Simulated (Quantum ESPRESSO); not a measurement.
**NiO: which magnetic order is lowest**

Does NiO prefer parallel or opposed moments, or none?

Program: Quantum ESPRESSO 7.5. Level of theory: PBEsol; plane waves with GBRV 1.5 PBEsol potentials, no spin-orbit coupling. Results are calculated unless marked as measured.

**1. The structure**

The structure is cubic, space group Fm-3m (No. 225). Conventional cell: a = 4.172 Å, b = 4.172 Å, c = 4.172 Å, α = 90.00°, β = 90.00°, γ = 90.00°. Ni has 6 O at 2.09 Å nearest. O has 6 Ni at 2.09 Å nearest. Farther neighbours and most contacts between anions are not listed.

As a file:

```cif
data_structure
_symmetry_space_group_name_H-M 'Fm-3m'
_symmetry_Int_Tables_number 225
_cell_length_a 4.1718
_cell_length_b 4.1718
_cell_length_c 4.1718
_cell_angle_alpha 90.000
_cell_angle_beta 90.000
_cell_angle_gamma 90.000
_cell_volume 72.61
loop_
_atom_site_label
_atom_site_type_symbol
_atom_site_symmetry_multiplicity
_atom_site_Wyckoff_symbol
_atom_site_fract_x
_atom_site_fract_y
_atom_site_fract_z
_atom_site_occupancy
Ni1 Ni 4 a 0.00000 0.00000 0.00000 1
O1 O 4 b 0.50000 0.00000 0.00000 1
```

The cell comes from the Crystallography Open Database.

**2. Run 1, typed as ferro +**

The signs are those of the starting moments on the seeded atoms, the atoms that are given a moment.

Contents of pw.in:

```
&CONTROL
  calculation = 'scf'
  prefix = 'pwscf'
  outdir = './tmp'
  pseudo_dir = './pseudo'
  disk_io = 'nowf'
/
&SYSTEM
  ibrav = 0
  celldm(1) = 8
  nat = 2
  ntyp = 2
  ecutwfc = 40
  ecutrho = 280
  nbnd = 20
  occupations = 'smearing'
  smearing = 'fd'
  degauss = 0.00367493
  nspin = 2
  starting_magnetization(1) = 0.1111
  starting_magnetization(2) = 0
/
&ELECTRONS
  conv_thr = 4d-09
  electron_maxstep = 150
  mixing_beta = 0.3
/
ATOMIC_SPECIES
Ni     58.6934 ni_pbesol_v1.4.uspp.F.UPF
O      15.9990 o_pbesol_v1.2.uspp.F.UPF
CELL_PARAMETERS alat
   0.0000000000000    0.4927228531442    0.4927228531442
   0.4927228531442    0.0000000000000    0.4927228531442
   0.4927228531442    0.4927228531442    0.0000000000000
ATOMIC_POSITIONS crystal
Ni      0.0000000000    0.0000000000    0.0000000000
O       0.5000000000    0.5000000000    0.5000000000
K_POINTS automatic
8 8 8 0 0 0
```

The run is started by

```bash
> OMP_NUM_THREADS=1 mpirun -n 4 pw.x -nk 4 -in pw.in > pw.out
```

Output:

```text
Program PWSCF v.7.5 starts

     Message from routine setup:
     using ibrav=0 with symmetry is DISCOURAGED, use correct ibrav instead

     K-points division:     npool     =       4
     Subspace diagonalization in iterative solution of the eigenvalue problem:

     G-vector sticks info
     --------------------
     sticks:   dense  smooth     PW     G-vecs:    dense   smooth      PW
     Sum         595     349    121                 9721     4279     869

     Using Slab Decomposition

     bravais-lattice index     =            0
     lattice parameter (alat)  =       8.0000  a.u.
     unit-cell volume          =     122.4921 (a.u.)^3
     number of atoms/cell      =            2
     number of atomic types    =            2
     number of electrons       =        24.00
     number of Kohn-Sham states=           20
     kinetic-energy cutoff     =      40.0000  Ry
     charge density cutoff     =     280.0000  Ry
     scf convergence threshold =      4.0E-09
     mixing beta               =       0.3000
     number of iterations used =            8  plain     mixing
     Exchange-correlation= SLA  PW   PSX  PSC
                           (   1   4  10   8   0   0   0)

     celldm(1)=   8.000000  celldm(2)=   0.000000  celldm(3)=   0.000000
     celldm(4)=   0.000000  celldm(5)=   0.000000  celldm(6)=   0.000000

     crystal axes: (cart. coord. in units of alat)
               a(1) = (   0.000000   0.492723   0.492723 )
               a(2) = (   0.492723   0.000000   0.492723 )
               a(3) = (   0.492723   0.492723   0.000000 )

     reciprocal axes: (cart. coord. in units 2 pi/alat)
               b(1) = ( -1.014769  1.014769  1.014769 )
               b(2) = (  1.014769 -1.014769  1.014769 )
               b(3) = (  1.014769  1.014769 -1.014769 )

     PseudoPot. # 1 for Ni read from file:
     ni_pbesol_v1.4.uspp.F.UPF
     Pseudo is Ultrasoft + core correction, Zval = 18.0
     Generated by new atomic code, or converted to UPF format
     Using radial grid of  865 points,  6 beta functions with:
                l(1) =   0
                l(2) =   0
                l(3) =   1
                l(4) =   1
                l(5) =   2
                l(6) =   2
     Q(r) pseudized with 10 coefficients,  rinner =    0.980   0.980   0.980
                                                       0.980   0.980

     PseudoPot. # 2 for O  read from file:
     o_pbesol_v1.2.uspp.F.UPF
     Pseudo is Ultrasoft + core correction, Zval =  6.0
     Generated by new atomic code, or converted to UPF format
     Using radial grid of  737 points,  5 beta functions with:
                l(1) =   0
                l(2) =   0
                l(3) =   1
                l(4) =   1
                l(5) =   2
     Q(r) pseudized with  8 coefficients,  rinner =    0.900   0.900   0.900
                                                       0.900   0.900

     atomic species   valence    mass     pseudopotential
     Ni               18.00    58.69340     Ni( 1.00)
     O                 6.00    15.99900     O ( 1.00)

     Starting magnetic structure
     atomic species   magnetization
     Ni              0.111
     O               0.000

     48 Sym. Ops., with inversion, found

   Cartesian axes

     site n.     atom                  positions (alat units)
         1        Ni     tau(   1) = (   0.0000000   0.0000000   0.0000000  )
         2        O      tau(   2) = (   0.4927229   0.4927229   0.4927229  )

     number of k points=    29  Fermi-Dirac smearing, width (Ry)=  0.0037
                       cart. coord. in units 2pi/alat
        k(    1) = (   0.0000000   0.0000000   0.0000000), wk =   0.0019531
        k(    2) = (   0.1268462   0.1268462  -0.1268462), wk =   0.0156250
        k(    3) = (   0.2536923   0.2536923  -0.2536923), wk =   0.0156250
        k(    4) = (   0.3805385   0.3805385  -0.3805385), wk =   0.0156250
        k(    5) = (  -0.5073846  -0.5073846   0.5073846), wk =   0.0078125
        [... 24 further k-points ...]

     Dense  grid:     9721 G-vectors     FFT dimensions: (  30,  30,  30)

     Smooth grid:     4279 G-vectors     FFT dimensions: (  24,  24,  24)

     Check: negative core charge=   -0.000014
     Generating pointlists ...
     new r_m :   0.2032 (alat units)  1.6260 (a.u.) for type    1
     new r_m :   0.2032 (alat units)  1.6260 (a.u.) for type    2

     Initial potential from superposition of free atoms

     starting charge      22.0000, renormalised to      24.0000
     Starting wfcs are   17 randomized atomic wfcs +    3 random wfcs

     Self-consistent Calculation

     iteration #  1     ecut=    40.00 Ry     beta= 0.30
     Davidson diagonalization with overlap
     ethr =  1.00E-02,  avg # of iterations =  5.9

     total energy              =    -365.10594215 Ry
     estimated scf accuracy    <      33.54609139 Ry

     total magnetization       =     1.30 Bohr mag/cell
     absolute magnetization    =     1.30 Bohr mag/cell

     iteration #  2     ecut=    40.00 Ry     beta= 0.30
     Davidson diagonalization with overlap
     ethr =  1.00E-02,  avg # of iterations =  3.2

     total energy              =    -374.16499912 Ry
     estimated scf accuracy    <      12.95587589 Ry

     total magnetization       =     0.12 Bohr mag/cell
     absolute magnetization    =     0.15 Bohr mag/cell

     iteration #  3     ecut=    40.00 Ry     beta= 0.30
     Davidson diagonalization with overlap
     ethr =  1.00E-02,  avg # of iterations =  2.1

     total energy              =    -375.16763824 Ry
     estimated scf accuracy    <       0.34084197 Ry

     total magnetization       =     0.69 Bohr mag/cell
     absolute magnetization    =     0.69 Bohr mag/cell

     [... further iterations left out ...]

     iteration # 15     ecut=    40.00 Ry     beta= 0.30
     Davidson diagonalization with overlap
     ethr =  8.62E-09,  avg # of iterations =  2.3

     total energy              =    -375.23988115 Ry
     estimated scf accuracy    <       0.00000010 Ry

     total magnetization       =     0.82 Bohr mag/cell
     absolute magnetization    =     0.83 Bohr mag/cell

     iteration # 16     ecut=    40.00 Ry     beta= 0.30
     Davidson diagonalization with overlap
     ethr =  4.15E-10,  avg # of iterations =  2.4

     total energy              =    -375.23988375 Ry
     estimated scf accuracy    <       0.00000002 Ry

     total magnetization       =     0.83 Bohr mag/cell
     absolute magnetization    =     0.84 Bohr mag/cell

     iteration # 17     ecut=    40.00 Ry     beta= 0.30
     Davidson diagonalization with overlap
     ethr =  8.22E-11,  avg # of iterations =  2.0

     total energy              =    -375.23988372 Ry
     estimated scf accuracy    <          6.8E-09 Ry

     total magnetization       =     0.83 Bohr mag/cell
     absolute magnetization    =     0.84 Bohr mag/cell

     iteration # 18     ecut=    40.00 Ry     beta= 0.30
     Davidson diagonalization with overlap
     ethr =  2.84E-11,  avg # of iterations =  2.5

     Magnetic moment per site  (integrated on atomic sphere of radius R)
     atom   1 (R=0.203)  charge= 15.7027  magn=  0.6923
     atom   2 (R=0.203)  charge=  5.6089  magn=  0.1135

     End of self-consistent calculation

     [... lines left out ...]
     the Fermi energy is    14.1627 ev

!    total energy              =    -375.23988386 Ry
     estimated scf accuracy    <          7.1E-10 Ry
     smearing contrib. (-TS)   =      -0.00108835 Ry
     internal energy E=F+TS    =    -375.23879551 Ry

     The total energy is F=E-TS. E is the sum of the following terms:
     one-electron contribution =    -216.56315206 Ry
     hartree contribution      =     122.89905670 Ry
     xc contribution           =     -42.35139265 Ry
     ewald contribution        =    -239.22330751 Ry

     total magnetization       =     0.83 Bohr mag/cell
     absolute magnetization    =     0.83 Bohr mag/cell

     convergence has been achieved in  18 iterations

=------------------------------------------------------------------------------=
   JOB DONE.
=------------------------------------------------------------------------------=
```

Elapsed: 5.7 s, on 4 MPI ranks of Intel Xeon Platinum 8375C at 2.90GHz (Ice Lake), shared host; peak memory 0.26 GiB.

Spin moment in the atom's sphere by atom:

| atom | spin moment in the atom's sphere (μB) |
| --- | --- |
| Ni1 | 0.692 |
| O2 | 0.114 |

Numbers from this step:

* smearing term TS: 0.01481 eV
* magnetization: 0.83 μB
* absolute magnetization: 0.835 μB
* final state: ferromagnetic

**3. Run 2 (antiferro q=(0,1/2,1/2) +−)**

The cell is doubled to 4 atoms to hold this order. The wavevector q is in fractions of the reciprocal vectors of the crystal's primitive cell, as the cells of these inputs are built from it; moments change sign between cells as cos(2π q·R).

Contents of pw.in:

```
&CONTROL
  calculation = 'scf'
  prefix = 'pwscf'
  outdir = './tmp'
  pseudo_dir = './pseudo'
  disk_io = 'nowf'
/
&SYSTEM
  ibrav = 0
  celldm(1) = 8
  nat = 4
  ntyp = 3
  ecutwfc = 40
  ecutrho = 280
  nbnd = 33
  occupations = 'smearing'
  smearing = 'fd'
  degauss = 0.00367493
  nspin = 2
  starting_magnetization(1) = 0.1111
  starting_magnetization(2) = -0.1111
  starting_magnetization(3) = 0
/
&ELECTRONS
  conv_thr = 8d-09
  electron_maxstep = 150
  mixing_beta = 0.3
/
ATOMIC_SPECIES
Ni1    58.6934 ni_pbesol_v1.4.uspp.F.UPF
Ni2    58.6934 ni_pbesol_v1.4.uspp.F.UPF
O      15.9990 o_pbesol_v1.2.uspp.F.UPF
CELL_PARAMETERS alat
   0.0000000000000    0.4927228531442    0.4927228531442
   0.9854457062883    0.0000000000000    0.9854457062883
   0.9854457062883    0.4927228531442    0.4927228531442
ATOMIC_POSITIONS crystal
Ni1     0.0000000000    0.0000000000    0.0000000000
Ni2     0.0000000000    0.5000000000    0.0000000000
O       0.5000000000    0.0000000000    0.5000000000
O       0.5000000000    0.5000000000    0.5000000000
K_POINTS automatic
8 4 8 0 0 0
```

Output:

```text
[banner, memory and clock lines left out]
Program PWSCF v.7.5 starts

     Message from routine setup:
     using ibrav=0 with symmetry is DISCOURAGED, use correct ibrav instead

     bravais-lattice index     =            0
     lattice parameter (alat)  =       8.0000  a.u.
     unit-cell volume          =     244.9842 (a.u.)^3
     number of atoms/cell      =            4
     number of atomic types    =            3
     number of electrons       =        48.00
     number of Kohn-Sham states=           33
     kinetic-energy cutoff     =      40.0000  Ry
     charge density cutoff     =     280.0000  Ry
     scf convergence threshold =      8.0E-09
     mixing beta               =       0.3000
     number of iterations used =            8  plain     mixing
     Exchange-correlation= SLA  PW   PSX  PSC
                           (   1   4  10   8   0   0   0)

     celldm(1)=   8.000000  celldm(2)=   0.000000  celldm(3)=   0.000000
     celldm(4)=   0.000000  celldm(5)=   0.000000  celldm(6)=   0.000000

     crystal axes: (cart. coord. in units of alat)
               a(1) = (   0.000000   0.492723   0.492723 )
               a(2) = (   0.985446   0.000000   0.985446 )
               a(3) = (   0.985446   0.492723   0.492723 )

     reciprocal axes: (cart. coord. in units 2 pi/alat)
               b(1) = ( -1.014769  1.014769  1.014769 )
               b(2) = ( -0.000000 -1.014769  1.014769 )
               b(3) = (  1.014769  1.014769 -1.014769 )

     PseudoPot. # 1 for Ni read from file:
     ni_pbesol_v1.4.uspp.F.UPF
     Pseudo is Ultrasoft + core correction, Zval = 18.0

     PseudoPot. # 2 for Ni read from file:
     ni_pbesol_v1.4.uspp.F.UPF
     Pseudo is Ultrasoft + core correction, Zval = 18.0

     PseudoPot. # 3 for O  read from file:
     o_pbesol_v1.2.uspp.F.UPF
     Pseudo is Ultrasoft + core correction, Zval =  6.0

     atomic species   valence    mass     pseudopotential
     Ni1              18.00    58.69340     Ni( 1.00)
     Ni2              18.00    58.69340     Ni( 1.00)
     O                 6.00    15.99900     O ( 1.00)

     Starting magnetic structure
     atomic species   magnetization
     Ni1             0.111
     Ni2            -0.111
     O               0.000

     16 Sym. Ops., with inversion, found

   Cartesian axes

     site n.     atom                  positions (alat units)
         1        Ni1    tau(   1) = (   0.0000000   0.0000000   0.0000000  )
         2        Ni2    tau(   2) = (   0.4927229   0.0000000   0.4927229  )
         3        O      tau(   3) = (   0.4927229   0.4927229   0.4927229  )
         4        O      tau(   4) = (   0.9854457   0.4927229   0.9854457  )

     number of k points=    39  Fermi-Dirac smearing, width (Ry)=  0.0037
                       cart. coord. in units 2pi/alat
        k(    1) = (   0.0000000   0.0000000   0.0000000), wk =   0.0039062
        k(    2) = (   0.1268462   0.1268462  -0.1268462), wk =   0.0312500
        k(    3) = (   0.2536923   0.2536923  -0.2536923), wk =   0.0312500
        k(    4) = (   0.3805385   0.3805385  -0.3805385), wk =   0.0312500
        k(    5) = (  -0.5073846  -0.5073846   0.5073846), wk =   0.0078125
        [... 34 further k-points ...]

     Dense  grid:    19361 G-vectors     FFT dimensions: (  30,  60,  54)

     Smooth grid:     8463 G-vectors     FFT dimensions: (  24,  45,  40)

     Check: negative core charge=   -0.000015
     Generating pointlists ...
     new r_m :   0.2032 (alat units)  1.6260 (a.u.) for type    1
     new r_m :   0.2032 (alat units)  1.6260 (a.u.) for type    2
     new r_m :   0.2032 (alat units)  1.6260 (a.u.) for type    3

     Initial potential from superposition of free atoms

     starting charge      44.0000, renormalised to      48.0000
     Starting wfcs are   34 randomized atomic wfcs

     Self-consistent Calculation

     iteration #  1     ecut=    40.00 Ry     beta= 0.30
     Davidson diagonalization with overlap
     ethr =  1.00E-02,  avg # of iterations =  3.7

     total energy              =    -730.61438902 Ry
     estimated scf accuracy    <      66.17062102 Ry

     total magnetization       =    -0.00 Bohr mag/cell
     absolute magnetization    =     2.28 Bohr mag/cell

     iteration #  2     ecut=    40.00 Ry     beta= 0.30
     Davidson diagonalization with overlap
     ethr =  1.00E-02,  avg # of iterations =  3.0

     total energy              =    -748.30682459 Ry
     estimated scf accuracy    <      25.58118068 Ry

     total magnetization       =     0.00 Bohr mag/cell
     absolute magnetization    =     0.21 Bohr mag/cell

     [... further iterations left out ...]

     iteration # 18     ecut=    40.00 Ry     beta= 0.30
     Davidson diagonalization with overlap
     ethr =  8.94E-10,  avg # of iterations =  2.0

     total energy              =    -750.47851113 Ry
     estimated scf accuracy    <       0.00000004 Ry

     total magnetization       =     0.00 Bohr mag/cell
     absolute magnetization    =     1.37 Bohr mag/cell

     iteration # 19     ecut=    40.00 Ry     beta= 0.30
     Davidson diagonalization with overlap
     ethr =  8.20E-11,  avg # of iterations =  2.0

     Magnetic moment per site  (integrated on atomic sphere of radius R)
     atom   1 (R=0.203)  charge= 15.7048  magn=  0.6181
     atom   2 (R=0.203)  charge= 15.7048  magn= -0.6180
     atom   3 (R=0.203)  charge=  5.6063  magn= -0.0367
     atom   4 (R=0.203)  charge=  5.6063  magn=  0.0367

     End of self-consistent calculation

     [... lines left out ...]
     the Fermi energy is    14.1188 ev

!    total energy              =    -750.47851116 Ry
     estimated scf accuracy    <          7.9E-09 Ry
     smearing contrib. (-TS)   =      -0.00173201 Ry
     internal energy E=F+TS    =    -750.47677915 Ry

     The total energy is F=E-TS. E is the sum of the following terms:
     one-electron contribution =    -433.16396763 Ry
     hartree contribution      =     245.83011984 Ry
     xc contribution           =     -84.69631635 Ry
     ewald contribution        =    -478.44661501 Ry

     total magnetization       =     0.00 Bohr mag/cell
     absolute magnetization    =     1.37 Bohr mag/cell

     convergence has been achieved in  19 iterations
```

The job ended after 27 s (4 MPI ranks; peak memory 0.41 GiB; 1.8 min of CPU time).

Spin moment in the atom's sphere by atom:

| atom | spin moment in the atom's sphere (μB) |
| --- | --- |
| Ni1 | 0.618 |
| Ni2 | -0.618 |
| O3 | -0.037 |
| O4 | 0.037 |

Numbers from this step:

```
smearing term TS       : 0.02357 eV
magnetization          : 0 μB
absolute magnetization : 1.373 μB
final state            : antiferromagnetic
```

**4. Run 3, typed as antiferro q=(0,0,1/2) +−**

This order needs a doubled cell of 4 atoms.

pw.in, as its differences from that of step 3:

```diff
@@ -34,10 +34,10 @@
    0.0000000000000    0.4927228531442    0.4927228531442
-   0.9854457062883    0.0000000000000    0.9854457062883
-   0.9854457062883    0.4927228531442    0.4927228531442
+   0.4927228531442    0.0000000000000    0.4927228531442
+   0.9854457062883    0.9854457062883    0.0000000000000
 ATOMIC_POSITIONS crystal
 Ni1     0.0000000000    0.0000000000    0.0000000000
-Ni2     0.0000000000    0.5000000000    0.0000000000
-O       0.5000000000    0.0000000000    0.5000000000
-O       0.5000000000    0.5000000000    0.5000000000
+Ni2     0.0000000000    0.0000000000    0.5000000000
+O       0.5000000000    0.5000000000    0.2500000000
+O       0.5000000000    0.5000000000    0.7500000000
 K_POINTS automatic
-8 4 8 0 0 0
+8 8 4 0 0 0
```

Output:

```text
     [... lines left out ...]
Program PWSCF v.7.5 starts
     [... lines left out ...]
     number of atoms/cell      =            4
     [... lines left out ...]
     number of electrons       =        48.00
     number of Kohn-Sham states=           33
     kinetic-energy cutoff     =      40.0000  Ry
     charge density cutoff     =     280.0000  Ry
     scf convergence threshold =      8.0E-09
     [... lines left out ...]
     12 Sym. Ops., with inversion, found
     [... lines left out ...]
     number of k points=    35  Fermi-Dirac smearing, width (Ry)=  0.0037
     [... lines left out ...]
     iteration # 15     ecut=    40.00 Ry     beta= 0.30
     [... lines left out ...]
     Magnetic moment per site  (integrated on atomic sphere of radius R)
     atom   1 (R=0.203)  charge= 15.6782  magn=  1.2941
     atom   2 (R=0.203)  charge= 15.6782  magn= -1.2941
     atom   3 (R=0.203)  charge=  5.6322  magn= -0.0000
     atom   4 (R=0.203)  charge=  5.6322  magn= -0.0000
     [... lines left out ...]
     the Fermi energy is    14.1353 ev
!    total energy              =    -750.51309823 Ry
     estimated scf accuracy    <          4.5E-10 Ry
     smearing contrib. (-TS)   =      -0.00001846 Ry
     [... lines left out ...]
     total magnetization       =     0.00 Bohr mag/cell
     absolute magnetization    =     2.87 Bohr mag/cell
     convergence has been achieved in  15 iterations
```

Run time: 15 s. Hardware: 4 MPI ranks; peak memory 0.36 GiB; 60 s of CPU time.

Spin moment in the atom's sphere by atom:

| atom | spin moment in the atom's sphere (μB) |
| --- | --- |
| Ni1 | 1.29 |
| Ni2 | -1.29 |
| O3 | 0.00 |
| O4 | 0.00 |

This step gave:

```yaml
smearing_term_ts: 2.51e-4 eV
magnetization: 0 μB
absolute_magnetization: 2.867 μB
final_state: antiferromagnetic
```

(Part 1 of 2 ends here.)

[Logs and program files are shortened in this print: banners, set-up blocks, solver, clock and traceback lines can be left out without a mark of their own.]

[Logs are printed without paths, hosts, clocks, repeated set-up lines and the standing remarks that a program may print on its own settings, such as how far it seeks lower states.]

[Hosts, paths, dates, database ids (printed as entryN), source tags and the programs' standing remarks are cut or masked in the printed files.]

[Where a cell is said to come from a database of computed structures, the database is the Materials Project.]
